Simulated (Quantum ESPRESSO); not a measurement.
## Ti2FeS4 (Heideite): cost and accuracy of cutoff, mesh and threshold together

Two starts of Ti2FeS4 (Heideite) are run at each rung of cutoff, mesh and threshold together.

Method: PBEsol with U = 4.5 eV on Fe d and U = 3 eV on Ti d (ortho-atomic projectors); plane waves with GBRV 1.5 PBEsol potentials, no spin-orbit coupling (settings of the first rung), in Quantum ESPRESSO 7.5.

This is a report of a sequence of runs, with most program output left out.

The database entry behind the starting cell has ideal inner coordinates that were not refined, so it need not match the best structure at ambient conditions.

### Step 1. Starting point

It takes space group C2/m (No. 12, monoclinic). Conventional cell: a = 13.340 Å, b = 3.437 Å, c = 5.953 Å, α = 90.00°, β = 116.40°, γ = 90.00°. Nearest to Ti lie 6 S at 2.48 Å. Fe has 6 S at 2.48 to 2.49 Å nearest. Nearest to S lie 3 Ti at 2.48 Å and 2 Fe at 2.48 Å. Nearest to S lie 3 Ti at 2.48 Å and 1 Fe at 2.49 Å. Farther neighbours and most contacts between anions are not listed.

Coordinates:

```cif
data_structure
_symmetry_space_group_name_H-M 'C2/m'
_symmetry_Int_Tables_number 12
_cell_length_a 13.3396
_cell_length_b 3.4370
_cell_length_c 5.9530
_cell_angle_alpha 90.000
_cell_angle_beta 116.404
_cell_angle_gamma 90.000
_cell_volume 244.46
loop_
_atom_site_label
_atom_site_type_symbol
_atom_site_symmetry_multiplicity
_atom_site_Wyckoff_symbol
_atom_site_fract_x
_atom_site_fract_y
_atom_site_fract_z
_atom_site_occupancy
Ti1 Ti 4 i 0.25000 0.00000 0.25000 1
Fe1 Fe 2 a 0.00000 0.00000 0.00000 1
S1 S 4 i 0.37500 0.00000 0.04167 1
S2 S 4 i 0.37500 0.50000 0.54167 1
```

The cell comes from the Crystallography Open Database.

### Step 2. Rung 1, start ferro +++

pw.in reads:

```
&CONTROL
  calculation = 'scf'
  prefix = 'pwscf'
  outdir = './tmp'
  pseudo_dir = './pseudo'
  disk_io = 'nowf'
/
&SYSTEM
  ibrav = 0
  nat = 7
  ntyp = 3
  ecutwfc = 22
  ecutrho = 154
  nbnd = 46
  occupations = 'smearing'
  smearing = 'fd'
  degauss = 0.00734986
  nspin = 2
  starting_magnetization(1) = 0.0833
  starting_magnetization(2) = 0.25
  starting_magnetization(3) = 0
/
&ELECTRONS
  conv_thr = 7d-06
  electron_maxstep = 150
  mixing_beta = 0.3
/
ATOMIC_SPECIES
Ti     47.8670 ti_pbesol_v1.4.uspp.F.UPF
Fe     55.8450 fe_pbesol_v1.5.uspp.F.UPF
S      32.0600 s_pbesol_v1.4.uspp.F.UPF
CELL_PARAMETERS angstrom
   6.6697945058   -1.7185000000    0.0000000000
   6.6697945058    1.7185000000    0.0000000000
  -2.6473131945    0.0000000000    5.3319735418
ATOMIC_POSITIONS crystal
Ti      0.2500000000    0.2500000000    0.2500000000
Ti      0.7500000000    0.7500000000    0.7500000000
Fe      0.0000000000    0.0000000000    0.0000000000
S       0.3750000000    0.3750000000    0.0416700000
S       0.6250000000    0.6250000000    0.9583300000
S       0.8750000000    0.8750000000    0.5416700000
S       0.1250000000    0.1250000000    0.4583300000
K_POINTS automatic
4 4 2 0 0 0
HUBBARD {ortho-atomic}
U Ti-3d 3.0000
U Fe-3d 4.5000
```

Started as:

```bash
> OMP_NUM_THREADS=1 mpirun -n 4 pw.x -nk 4 -in pw.in > pw.out
```

The job ended after 40 s (4 MPI ranks of AMD EPYC 7R32 (Zen 2), shared host; peak memory 0.46 GiB).

Spin moment in the atom's sphere by atom:

```tsv
atom	spin moment in the atom's sphere (μB)
Ti1	0.83
Ti2	0.83
Fe3	3.48
S4	0.01
S5	0.01
S6	-0.02
S7	-0.02
```

Numbers from this step:

* magnetization: 5.871 μB
* final state: ferromagnetic

### Step 3. Rung 1, start ferri ++-

pw.in: that of step 2 with these lines changed.

```diff
@@ -13,3 +13,3 @@
   ecutrho = 154
-  nbnd = 46
+  nbnd = 44
   occupations = 'smearing'
@@ -19,3 +19,3 @@
   starting_magnetization(1) = 0.0833
-  starting_magnetization(2) = 0.25
+  starting_magnetization(2) = -0.25
   starting_magnetization(3) = 0
```

Run time: 73 s. Hardware: 4 MPI ranks; peak memory 0.46 GiB.

Spin moment in the atom's sphere by atom:

```tsv
atom	spin moment in the atom's sphere (μB)
Ti1	0.66
Ti2	0.66
Fe3	-3.35
S4	-0.08
S5	-0.08
S6	-0.09
S7	-0.09
```

Read from the output:

```
magnetization : -2.024 μB
final state   : ferrimagnetic
```

### Step 4. Rung 2, start ferro +++

pw.in: that of step 3 with these lines changed.

```diff
@@ -11,5 +11,5 @@
   ntyp = 3
-  ecutwfc = 22
-  ecutrho = 154
-  nbnd = 44
+  ecutwfc = 30
+  ecutrho = 210
+  nbnd = 46
   occupations = 'smearing'
@@ -19,3 +19,3 @@
   starting_magnetization(1) = 0.0833
-  starting_magnetization(2) = -0.25
+  starting_magnetization(2) = 0.25
   starting_magnetization(3) = 0
@@ -23,3 +23,3 @@
 &ELECTRONS
-  conv_thr = 7d-06
+  conv_thr = 7d-07
   electron_maxstep = 150
@@ -44,3 +44,3 @@
 K_POINTS automatic
-4 4 2 0 0 0
+4 4 4 0 0 0
 HUBBARD {ortho-atomic}
```

Elapsed: 1.8 min, on 4 MPI ranks; peak memory 0.67 GiB.

Numbers from this step:

```yaml
magnetization: 5.956 μB
final_state: ferromagnetic
largest_moment: 3.516 μB
```

### Step 5. Rung 2, start ferri ++-

pw.in: that of step 4 with these lines changed.

```diff
@@ -13,3 +13,3 @@
   ecutrho = 210
-  nbnd = 46
+  nbnd = 44
   occupations = 'smearing'
@@ -19,3 +19,3 @@
   starting_magnetization(1) = 0.0833
-  starting_magnetization(2) = 0.25
+  starting_magnetization(2) = -0.25
   starting_magnetization(3) = 0
```

Run time: 5.3 min. Hardware: 4 MPI ranks; peak memory 0.67 GiB; 21 min of CPU time.

Numbers from this step:

| Property | Result |
| --- | --- |
| magnetization | -2.008 μB |
| final state | ferrimagnetic |
| largest moment | 3.462 μB |

### Step 6. Rung 3, start ferro +++

pw.in: that of step 5 with these lines changed.

```diff
@@ -11,5 +11,5 @@
   ntyp = 3
-  ecutwfc = 30
-  ecutrho = 210
-  nbnd = 44
+  ecutwfc = 40
+  ecutrho = 280
+  nbnd = 46
   occupations = 'smearing'
@@ -19,3 +19,3 @@
   starting_magnetization(1) = 0.0833
-  starting_magnetization(2) = -0.25
+  starting_magnetization(2) = 0.25
   starting_magnetization(3) = 0
@@ -23,3 +23,3 @@
 &ELECTRONS
-  conv_thr = 7d-07
+  conv_thr = 1.4d-08
   electron_maxstep = 150
@@ -44,3 +44,3 @@
 K_POINTS automatic
-4 4 4 0 0 0
+6 6 6 0 0 0
 HUBBARD {ortho-atomic}
```

It took 7.5 min on 4 MPI ranks; peak memory 1.2 GiB; 30 min of CPU time.

Numbers from this step:

- magnetization: 5.978 μB
- final state: ferromagnetic
- largest moment: 3.520 μB

### Step 7. Rung 3, start ferri ++-

pw.in: that of step 6 with these lines changed.

```diff
@@ -13,3 +13,3 @@
   ecutrho = 280
-  nbnd = 46
+  nbnd = 44
   occupations = 'smearing'
@@ -19,3 +19,3 @@
   starting_magnetization(1) = 0.0833
-  starting_magnetization(2) = 0.25
+  starting_magnetization(2) = -0.25
   starting_magnetization(3) = 0
```

Wall time 21 min (4 MPI ranks); peak memory 1.1 GiB.

Residual by cycle:

cycle, log10 residual and a bar from the least value:
```
        1        1.6 ##############################
       15       -1.2 ################
       28       -3.1 #######
       42       -4.0 ###
       55       -4.0 ##
       69       -4.3 #
       82       -4.4 
       96       -4.4 
      109       -4.4 
      123       -4.5 
      136       -4.5 
      150       -4.5
```

After 150 cycles the residual stands at 3.2e-5, against 4.3e-5 at cycle 76 and a least value of 2.9e-5. The cap of 150 cycles in the input ended the loop.

### Step 8. Rung 4, start ferro +++

pw.in: that of step 7 with these lines changed.

```diff
@@ -11,5 +11,5 @@
   ntyp = 3
-  ecutwfc = 40
-  ecutrho = 280
-  nbnd = 44
+  ecutwfc = 52
+  ecutrho = 364
+  nbnd = 46
   occupations = 'smearing'
@@ -19,3 +19,3 @@
   starting_magnetization(1) = 0.0833
-  starting_magnetization(2) = -0.25
+  starting_magnetization(2) = 0.25
   starting_magnetization(3) = 0
@@ -23,3 +23,3 @@
 &ELECTRONS
-  conv_thr = 1.4d-08
+  conv_thr = 7d-10
   electron_maxstep = 150
@@ -44,3 +44,3 @@
 K_POINTS automatic
-6 6 6 0 0 0
+8 8 8 0 0 0
 HUBBARD {ortho-atomic}
```

It took 10 min on 4 MPI ranks; peak memory 2.4 GiB.

Residual by cycle:

cycle, log10 residual and a bar from the least value:
```
        1        1.6 ##############################
        3        1.1 ###########################
        5        0.7 #########################
        6       -0.4 ##################
        8       -0.7 ################
       10       -1.8 #########
       12       -2.6 ####
       14       -2.5 #####
       16       -2.8 ###
       17       -2.9 ###
       19       -3.2 #
       21       -3.3
```

The run was cut off at its time limit.

After 21 cycles the residual stands at 4.8e-4.

### Step 9. Rung 4, start ferri ++-

pw.in: that of step 8 with these lines changed.

```diff
@@ -13,3 +13,3 @@
   ecutrho = 364
-  nbnd = 46
+  nbnd = 44
   occupations = 'smearing'
@@ -19,3 +19,3 @@
   starting_magnetization(1) = 0.0833
-  starting_magnetization(2) = 0.25
+  starting_magnetization(2) = -0.25
   starting_magnetization(3) = 0
```

Elapsed: 9.3 min, on 4 MPI ranks; peak memory 2.4 GiB.

Residual by cycle:

cycle, log10 residual and a bar from the least value:
```
        1        1.6 ##############################
        3        1.1 ##########################
        4        0.0 ################
        6       -0.7 ##########
        8       -0.9 ########
       10       -0.4 #############
       11       -0.5 ############
       13       -1.4 ####
       15       -0.9 #########
       17       -1.0 ########
       18       -1.2 ######
       20       -1.9
```

The run was cut off at its time limit.

After 20 cycles the residual stands at 0.014.

### Step 10. The rungs together

Ferrimagnetic means that a moment over 0.15 μB on a transition or rare-earth metal, induced ones included, opposes the net moment. Ladder, by row:

```tsv
rung	cutoff (eV)	mesh	state from the first start	state from the second start	second less first (meV a seeded atom)	moment, first (μB)	moment, second (μB)	CPU time (s)
1	299	4x4x2	ferromagnetic	ferrimagnetic	182.8	3.481	3.346	447.6
2	408	4x4x4	ferromagnetic	ferrimagnetic	168.3	3.516	3.462	1711
```

### Step 11. What came out

```
range of the largest moment, first start : 3.48 to 3.52 μB; second start 3.35 to 3.46 μB
range of CPU time                        : 7.5 min to 29 min
range of the energy difference           : 168 to 183 meV a seeded atom
```

Under a U these runs seem to end in unlike orbital states: the fillings of their corrected shells differ, or their energies lie too far apart for exchange alone. The differences are then no exchange energies, and the ranking says little of the magnetic order. Seeding all runs from one set of occupation matrices is the usual remedy. Energies are free energies at an electronic temperature of 1160 K, which lowers moments and differences where the moments are itinerant.

[Logs and program files are shortened in this print: banners, set-up blocks, solver, clock and traceback lines can be left out without a mark of their own.]

[Logs are printed without paths, hosts, clocks, repeated set-up lines and the standing remarks that a program may print on its own settings, such as how far it seeks lower states.]

[Hosts, paths, dates, database ids (printed as entryN), source tags and the programs' standing remarks are cut or masked in the printed files.]

[Where a cell is said to come from a database of computed structures, the database is the Materials Project.]
